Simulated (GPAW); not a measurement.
**Work function of 1T-VSeTe monolayer at several levels**

Aim: the work function of both faces of 1T-VSeTe monolayer, and its spread over functionals and bases.

Program: GPAW 26.7.0. Level of theory: GPAW, PAW setups; layer in a repeated cell with vacuum, relaxation of atoms and in-plane cell, in the first sound run; inputs show where later runs differ. Results are calculated unless marked as measured.

### Step 1. Set-up

The cell holds 3 atoms: 1 Te, 1 V and 1 Se. Its edges and angles: a = 3.465 Å, b = 3.465 Å, c = 21.582 Å, α = 90.0°, β = 90.0°, γ = 120.0°. Vacuum lies along c.

### Step 2. Relaxing the atoms

Forces are removed first; all later runs use this geometry.

Contents of run.py:

```python
import json
import numpy as np
from ase import Atoms
from ase.filters import FrechetCellFilter
from ase.optimize import BFGS
from gpaw import GPAW, PW

slab = Atoms(
    ['Te', 'V', 'Se'],
    positions=[
        [1.73250, 1.00026, 9.00000],
        [0.00000, 0.00000, 10.92605],
        [-0.00000, 2.00052, 12.58205]],
    cell=[[3.465, 0.0, 0.0], [-1.7325, 3.00078, 0.0], [0.0, 0.0, 21.582]],
    pbc=[True, True, True],
    magmoms=[0.0, 1.0, 0.0])

slab.calc = GPAW(mode=PW(600), xc='PBE', kpts={'size': (9, 9, 1), 'gamma': True},
                 occupations={'name': 'fermi-dirac', 'width': 0.05}, nbands='160%',
                 convergence={'density': 1e-05}, maxiter=200,
                 symmetry={'tolerance': 1e-3}, txt='slab.txt')
result = {}
# The in-plane cell is free; stress needs a cell that repeats along all three vectors
path = []
opt = BFGS(FrechetCellFilter(slab, mask=[1, 1, 0, 0, 0, 1]), maxstep=0.2)
opt.attach(lambda: path.append((slab.get_potential_energy(), slab.positions.tolist(), slab.get_forces().tolist())))
result['relaxed'] = bool(opt.run(fmax=0.02, steps=45))
result['path'] = path
result['cell'] = slab.cell.tolist()
print('in-plane lattice', slab.cell.cellpar().round(4)[[0, 1, 5]])
energy = slab.get_potential_energy()
fermi = slab.calc.get_fermi_level()
v = slab.calc.get_electrostatic_potential().mean((0, 1)) - fermi
n = slab.calc.get_pseudo_density().mean((0, 1))
L = slab.cell[2, 2]
z = np.arange(len(v)) * L / len(v)
low, high = slab.positions[:, 2].min(), slab.positions[:, 2].max()
below, above = np.interp([low - 6.8, high + 6.8], z, v)
slopes = [np.interp(x, z, np.gradient(v, z)) for x in (low - 6.8, high + 6.8)]
eps = np.array([[slab.calc.get_eigenvalues(k, s) for k in range(len(slab.calc.get_ibz_k_points()))]
                for s in range(slab.calc.get_number_of_spins())]) - fermi
top, bottom = eps[eps < 0].max(), eps[eps > 0].min()
dipole = slab.get_dipole_moment()[2]
print(f'energy {energy:.4f} eV, Fermi level {fermi:.4f} eV, dipole {dipole:.5f} e A')
print(f'potential 6.8 A off the faces, from the Fermi level: lower {below:.4f} eV, upper {above:.4f} eV')
print(f'slope of the potential there: lower {slopes[0]:.5f}, upper {slopes[1]:.5f} eV/A')
print(f'nearest levels on the mesh: {top:.4f} and {bottom:.4f} eV')
print('magnetic moment', round(slab.get_magnetic_moment(), 3))
result.update(energy=energy, fermi=fermi, dipole=dipole, below=below, above=above, slopes=slopes, edges=[top, bottom],
              z=z.tolist(), v=v.tolist(), n=n.tolist(), positions=slab.positions.tolist(),
              forces=slab.get_forces(apply_constraint=False).tolist(), moments=slab.get_magnetic_moments().tolist())
json.dump(result, open('result.json', 'w'))
```

Run with:

```console
> OMP_NUM_THREADS=1 OPENBLAS_NUM_THREADS=1 python run.py
```

The program printed:

```text
Step          Energy          fmax
BFGS:    0      -16.546448        1.536098
BFGS:    1      -16.597893        1.291252
BFGS:    2      -16.699989        0.612716
BFGS:    3      -16.709910        0.342779
BFGS:    4      -16.714836        0.260046
BFGS:    5      -16.723138        0.164683
BFGS:    6      -16.724605        0.157949
BFGS:    7      -16.727904        0.107882
BFGS:    8      -16.729401        0.067413
BFGS:    9      -16.729993        0.019327
in-plane lattice [  3.4887   3.4887 120.    ]
energy -16.7247 eV, Fermi level -1.2163 eV, dipole -0.04216 e A
potential 6.8 A off the faces, from the Fermi level: lower 4.6812 eV, upper 4.8376 eV
slope of the potential there: lower -0.03329, upper -0.03341 eV/A
nearest levels on the mesh: -0.0339 and 0.0403 eV
magnetic moment 0.91
```

The job ended after 12 min (1 thread of Arm Neoverse V1, shared host; peak memory 0.48 GiB).

This step gave:

| Property | Result |
| --- | --- |
| dipole along the normal | -0.04216 e·Å |
| levels nearest the Fermi level on the mesh | -0.03389, 0.04029 eV from the Fermi level |
| site moments | -0.06570, 0.9172, -0.03049 μB |
| sum of the site moments | 0.8210 μB |

The electrostatic potential energy of an electron (without an applied field's), less the Fermi level, planar mean by z:

z (Å), electrostatic potential energy of an electron (without an applied field's), less the Fermi level, planar mean (eV) and a bar from the least value:
```
        0        4.8 ##############################
        1        4.7 ##############################
        2        4.7 ##############################
        3        4.7 ##############################
        4        4.6 ##############################
        5        4.6 ##############################
        6        4.5 ##############################
        7        4.4 #############################
        8        1.6 ##########################
        9      -20.4 
       10       -3.8 ####################
       11      -11.9 ##########
       12       -9.4 #############
       13       -3.2 ####################
       14        4.6 ##############################
       15        5.0 ##############################
       16        4.9 ##############################
       17        4.9 ##############################
       18        4.9 ##############################
       19        4.8 ##############################
       20        4.8 ##############################
       21        4.8 ##############################
```

The pseudo valence density, planar mean oscillates, so the rows of the table below give means over windows of 1 Å about each position, cut where the curve ends. Its maxima inside the range that stand out by 2 % of the span (Å: e/Å³): 8.6: 0.306, 9.7: 0.359, 10.9: 1.38, 12.8: 0.349. Its minima: 9.2: 0.107, 10.2: 0.305, 12.4: 0.201.

Pseudo valence density, planar mean against z; means over each step:

z (Å), pseudo valence density, planar mean (e/Å³) and a bar:
```
        5       0.00 
        6       0.00 
        7       0.01 
        8       0.13 ####
        9       0.21 ######
       10       0.35 ###########
       11       1.01 ##############################
       12       0.37 ###########
       13       0.24 #######
       14       0.03 #
       15       0.00 
       16       0.00
```

Site moment by atom:

```
atom  site moment (μB)
 Te1            -0.066
  V2             0.917
 Se3            -0.030
```

The relaxation lowered the energy of the cell by 0.183 eV (energies extrapolated to zero smearing; the optimiser's log prints free energies). The largest force left on a free atom is 0.019 eV/Å.

### Step 3. The slab's potential

With the geometry fixed, the planar mean of the potential gives the vacuum level on each side.

This step: GPAW, PAW setups; slab in vacuum (GPAW 26.7.0).

The cell differs from the one that the last finished run ended in (c 21.582 → 21.293 Å).

Edit run.py of step 2 so:

```diff
@@ -3,4 +3,2 @@
 from ase import Atoms
-from ase.filters import FrechetCellFilter
-from ase.optimize import BFGS
 from gpaw import GPAW, PW
@@ -10,22 +8,15 @@
     positions=[
-        [1.73250, 1.00026, 9.00000],
-        [0.00000, 0.00000, 10.92605],
-        [-0.00000, 2.00052, 12.58205]],
-    cell=[[3.465, 0.0, 0.0], [-1.7325, 3.00078, 0.0], [0.0, 0.0, 21.582]],
-    pbc=[True, True, True],
+        [1.74436, 1.00711, 9.00000],
+        [0.00000, -0.00000, 10.83149],
+        [-0.00000, 2.01422, 12.29283]],
+    cell=[[3.48872, -0.0, 0.0], [-1.74436, 3.02132, 0.0], [0.0, 0.0, 21.2928]],
+    pbc=[True, True, False],
     magmoms=[0.0, 1.0, 0.0])
 
-slab.calc = GPAW(mode=PW(600), xc='PBE', kpts={'size': (9, 9, 1), 'gamma': True},
+slab.calc = GPAW(mode=PW(400), xc='PBE', kpts={'size': (9, 9, 1), 'gamma': True},
                  occupations={'name': 'fermi-dirac', 'width': 0.05}, nbands='160%',
                  convergence={'density': 1e-05}, maxiter=200,
+                 poissonsolver={'dipolelayer': 'xy'},
                  symmetry={'tolerance': 1e-3}, txt='slab.txt')
 result = {}
-# The in-plane cell is free; stress needs a cell that repeats along all three vectors
-path = []
-opt = BFGS(FrechetCellFilter(slab, mask=[1, 1, 0, 0, 0, 1]), maxstep=0.2)
-opt.attach(lambda: path.append((slab.get_potential_energy(), slab.positions.tolist(), slab.get_forces().tolist())))
-result['relaxed'] = bool(opt.run(fmax=0.02, steps=45))
-result['path'] = path
-result['cell'] = slab.cell.tolist()
-print('in-plane lattice', slab.cell.cellpar().round(4)[[0, 1, 5]])
 energy = slab.get_potential_energy()
```

The program printed:

```text
energy -16.6863 eV, Fermi level -1.1709 eV, dipole -0.03104 e A
potential 6.8 A off the faces, from the Fermi level: lower 4.4990 eV, upper 5.0286 eV
slope of the potential there: lower 0.00007, upper -0.00003 eV/A
nearest levels on the mesh: -0.0348 and 0.0390 eV
magnetic moment 0.908
```

Wall time 67 s (1 thread); peak memory 0.25 GiB.

Numbers from this step:

```yaml
dipole_along_the_normal: -0.03104 e·Å
levels_nearest_the_fermi_level_on_the_mesh: -0.03483, 0.03898 eV from the Fermi level
upper_work_function: 5.029 eV
lower_work_function: 4.499 eV
site_moments: -0.06547, 0.9143, -0.03023 μB
sum_of_the_site_moments: 0.8186 μB
```

The electrostatic potential energy of an electron (without an applied field's), less the Fermi level, planar mean by z:

```
z (Å)  electrostatic potential energy of an electron (without an applied field's), less the Fermi level, planar mean (eV)
    0                                                                                                                4.76
    1                                                                                                                4.50
    2                                                                                                                4.50
    3                                                                                                                4.50
    4                                                                                                                4.50
    5                                                                                                                4.50
    6                                                                                                                4.48
    7                                                                                                                4.25
    8                                                                                                               0.404
    9                                                                                                               -21.5
   10                                                                                                               -3.34
   11                                                                                                               -11.0
   12                                                                                                               -12.8
   13                                                                                                              -0.690
   14                                                                                                                4.74
   15                                                                                                                5.01
   16                                                                                                                5.03
   17                                                                                                                5.03
   18                                                                                                                5.03
   19                                                                                                                5.03
   20                                                                                                                5.03
   21                                                                                                                4.97
```

Table of pseudo valence density, planar mean by z:

```
z (Å)  pseudo valence density, planar mean (e/Å³)
  5.0                                      4.2e-5
  5.5                                      1.7e-4
  6.0                                      6.7e-4
  6.5                                     0.00278
  7.0                                      0.0112
  7.5                                      0.0454
  8.0                                       0.158
  8.5                                       0.303
  9.0                                       0.124
  9.5                                       0.341
 10.0                                       0.303
 10.5                                       0.822
 11.0                                        1.20
 11.5                                       0.424
 12.0                                       0.372
 12.5                                       0.289
 13.0                                       0.237
 13.5                                      0.0675
 14.0                                      0.0150
 14.5                                     0.00316
 15.0                                      7.3e-4
 15.5                                      1.6e-4
 16.0                                      3.9e-5
```

The potential is flat to 6.6e-5 eV/Å where it is read, so the vacuum is wide enough.

### Step 4. Self-consistent run: xc = "vdW-DF2"

The same geometry under vdW-DF2, to see how far the functional moves the levels against the vacuum (the van der Waals functionals take revPBE setups).

Edit run.py of step 3 so:

```diff
@@ -15,3 +15,3 @@
 
-slab.calc = GPAW(mode=PW(400), xc='PBE', kpts={'size': (9, 9, 1), 'gamma': True},
+slab.calc = GPAW(mode=PW(400), xc='vdW-DF2', kpts={'size': (9, 9, 1), 'gamma': True},
                  occupations={'name': 'fermi-dirac', 'width': 0.05}, nbands='160%',
```

The program printed:

```text
energy -228.1769 eV, Fermi level -1.3816 eV, dipole -0.03166 e A
potential 6.8 A off the faces, from the Fermi level: lower 4.8213 eV, upper 5.3615 eV
slope of the potential there: lower 0.00005, upper -0.00002 eV/A
nearest levels on the mesh: -0.0036 and 0.1620 eV
magnetic moment 0.903
```

It took 90 s on 1 thread; peak memory 0.42 GiB.

This step gave:

- dipole along the normal: -0.03166 e·Å
- levels nearest the Fermi level on the mesh: -0.003571, 0.1620 eV from the Fermi level
- upper work function: 5.361 eV
- lower work function: 4.821 eV
- site moments: -0.06005, 0.9008, -0.02412 μB
- sum of the site moments: 0.8167 μB

Electrostatic potential energy of an electron (without an applied field's), less the Fermi level, planar mean against z:

```
z (Å)  electrostatic potential energy of an electron (without an applied field's), less the Fermi level, planar mean (eV)
  0.0                                                                                                                5.09
  0.5                                                                                                                4.82
  1.0                                                                                                                4.82
  1.5                                                                                                                4.82
  2.0                                                                                                                4.82
  2.5                                                                                                                4.82
  3.0                                                                                                                4.82
  3.5                                                                                                                4.82
  4.0                                                                                                                4.82
  4.5                                                                                                                4.82
  5.0                                                                                                                4.82
  5.5                                                                                                                4.82
  6.0                                                                                                                4.80
  6.5                                                                                                                4.74
  7.0                                                                                                                4.51
  7.5                                                                                                                3.64
  8.0                                                                                                               0.451
  8.5                                                                                                               -9.82
  9.0                                                                                                               -21.6
  9.5                                                                                                               -10.6
 10.0                                                                                                               -3.53
 10.5                                                                                                               -8.71
 11.0                                                                                                               -11.1
 11.5                                                                                                               -5.55
 12.0                                                                                                               -12.9
 12.5                                                                                                               -14.2
 13.0                                                                                                              -0.630
 13.5                                                                                                                3.91
 14.0                                                                                                                5.01
 14.5                                                                                                                5.28
 15.0                                                                                                                5.34
 15.5                                                                                                                5.36
 16.0                                                                                                                5.36
 16.5                                                                                                                5.36
 17.0                                                                                                                5.36
 17.5                                                                                                                5.36
 18.0                                                                                                                5.36
 18.5                                                                                                                5.36
 19.0                                                                                                                5.36
 19.5                                                                                                                5.36
 20.0                                                                                                                5.36
 20.5                                                                                                                5.36
 21.0                                                                                                                5.30
```

The pseudo valence density, planar mean oscillates, so the rows of the table below give means over windows of 1 Å about each position, cut where the curve ends. Its maxima inside the range that stand out by 2 % of the span (Å: e/Å³): 8.5: 0.304, 9.6: 0.359, 10.9: 1.44, 12.8: 0.334. Its minima: 8.9: 0.109, 10.0: 0.301, 12.3: 0.206.

Table of pseudo valence density, planar mean by z; means over each step:

z (Å), pseudo valence density, planar mean (e/Å³) and a bar:
```
        5       0.00 
        6       0.00 
        7       0.02 #
        8       0.17 #####
        9       0.22 #######
       10       0.41 #############
       11       0.97 ##############################
       12       0.35 ###########
       13       0.22 #######
       14       0.02 #
       15       0.00 
       16       0.00
```

Force by atom:

```
atom  x (eV/Å)  y (eV/Å)  z (eV/Å)   size
 Te1     0.000     0.000    -0.700  0.700
  V2     0.000     0.000     0.062  0.062
 Se3     0.000     0.000     0.638  0.638
```

The upper face's work function is 5.361 eV, against 5.029 eV in the first plane-wave PBE run at this geometry.

(Part 1 of 3 ends here.)

[Logs are printed without paths, hosts, clocks, repeated set-up lines and the standing remarks that a program may print on its own settings, such as how far it seeks lower states.]

[Hosts, paths, dates, database ids (printed as entryN), source tags and the programs' standing remarks are cut or masked in the printed files.]
